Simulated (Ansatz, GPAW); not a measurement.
## SrH2S2 (P-3m1): refractive index against wavelength

The refractive index of SrH2S2 (P-3m1) along x below the direct gap (3.49 eV on the mesh) is read from one computed spectrum, n = √(Re ε). x, y and z are the Cartesian axes of the input cell.

Symmetry: P-3m1, No. 164, trigonal system. Conventional cell: a = 4.522 Å, b = 4.522 Å, c = 5.631 Å, α = 90.00°, β = 90.00°, γ = 120.00°. Sr on site a is surrounded by 6 S at 2.94 Å. Around S on site d lie 1 H at 1.36 Å. H on site d is surrounded by 1 S at 1.36 Å.

Method: GPAW 26.7.0, LDA, RPA, k-mesh 12×12×6, local fields up to 30 eV, Lorentzian half width 0.2 eV.

Launch of the response step: `OMP_NUM_THREADS=1 python df.py`. The run took 4.0 min, its band step included, on 1 thread of Arm Neoverse V2 (shared host).

| wavelength (nm) | photon energy E (eV) | n |
| --- | --- | --- |
| 1550 | 0.800 | 1.9175 |
| 1310 | 0.946 | 1.9222 |
| 1064 | 1.165 | 1.9309 |
| 850 | 1.459 | 1.9461 |
| 700 | 1.771 | 1.9675 |
| 633 | 1.959 | ? |
| 532 | 2.331 | 2.0236 |

In the single-oscillator model n² − 1 = E₀E_d/(E₀² − E²), so 1/(n² − 1) = E₀/E_d − E²/(E₀E_d) is linear in E².

Working, on the rows shown:

| x = E² (eV²) | y = 1/(n² − 1) |
| --- | --- |
| 0.639837 | 0.37358 |
| 0.895757 | 0.371078 |
| 1.35784 | 0.366519 |
| 2.12762 | 0.358769 |
| 3.13716 | 0.348304 |
| 5.43137 | 0.323106 |

Means: x̄ = 2.2649, ȳ = 0.35689. Σ(x − x̄)(y − ȳ) = -0.17, Σ(x − x̄)² = 16.14. Slope = -0.17 / 16.14 = -0.01053; intercept = ȳ − slope · x̄ = 0.38074. Turned back into n, the line misses the rows shown by at most 0.0013.

Task: Predict the last column of the withheld row from the fit.

Result: At x = 3.8364 the line gives y = 0.34034, that is 1.9845. The run gave 1.9834, so the interpolation is off by 0.0011, 1.0 % of the range in the table.

Refitted with all rows, the slope is -0.01049 and the intercept 0.38072. These give E₀ = √(intercept/−slope) = 6.02 eV and E_d = E₀/intercept = 15.8 eV; E₀ is 1.7 times the direct gap. The electronic limit at long wavelengths, without lattice vibrations, is n = √(1 + 1/intercept) = 1.904. The structure is a model and need not exist. Excitons are left out; LDA gaps are as a rule too small. The values come from a sum over the points of one k-mesh and carry its error, which grows as the direct gap shrinks. Spin-orbit coupling is left out.
